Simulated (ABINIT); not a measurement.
KCl (Fm-3m): how ε∞ follows the gap

The empty bands of KCl (Fm-3m) are shifted up rigidly by Δ, and ε∞ is computed for each shift.

Cell: a, b, c = 4.450, 4.450, 4.450 Å (primitive vectors), 2 atoms.

Method: ABINIT 10.8.3, PBE, independent particles, k-mesh 9×9×9, Lorentzian half width 0.04 eV.

Launch of the response step: `optic optic.abi`. The series took 37 s in all, its band step included, on 4 threads of Arm Neoverse V2, on a shared host.

| Δ (eV) | ε∞ |
| --- | --- |
| 0.00 | 2.561 |
| 0.40 | 2.503 |
| 0.80 | 2.449 |
| 1.20 | ? |
| 1.60 | 2.354 |
| 2.00 | 2.311 |

With one effective transition at E₀ and fixed dipole strength, ε∞ − 1 = A/(E₀ + Δ), so 1/(ε∞ − 1) is linear in Δ.

Working, on the rows shown:

| x = Δ (eV) | y = 1/(ε∞ − 1) |
| --- | --- |
| 0 | 0.640615 |
| 0.4 | 0.665336 |
| 0.8 | 0.690131 |
| 1.6 | 0.738552 |
| 2 | 0.762777 |

Means: x̄ = 0.96, ȳ = 0.69948. Σ(x − x̄)(y − ȳ) = 0.168, Σ(x − x̄)² = 2.752. Slope = 0.168 / 2.752 = 0.06103; intercept = ȳ − slope · x̄ = 0.64089. Turned back into ε∞, the line misses the rows shown by at most 0.00087.

Fill in the last column of the withheld row.

At x = 1.2 the line gives y = 0.71413, that is 2.400. The run gave 2.400, so the interpolation holds to the digits printed.

Refitted with all rows, the slope is 0.06104 and the intercept 0.64091. These give E₀ = intercept/slope = 10.5 eV, far above the least direct gap of 5.19 eV: most of the screening comes from transitions well over the edge. Over the first step ε∞ falls by 6 % per eV. Excitons are left out and so are local fields; PBE gaps are as a rule too small. The values come from a sum over the points of one k-mesh and carry its error, which grows as the direct gap shrinks.
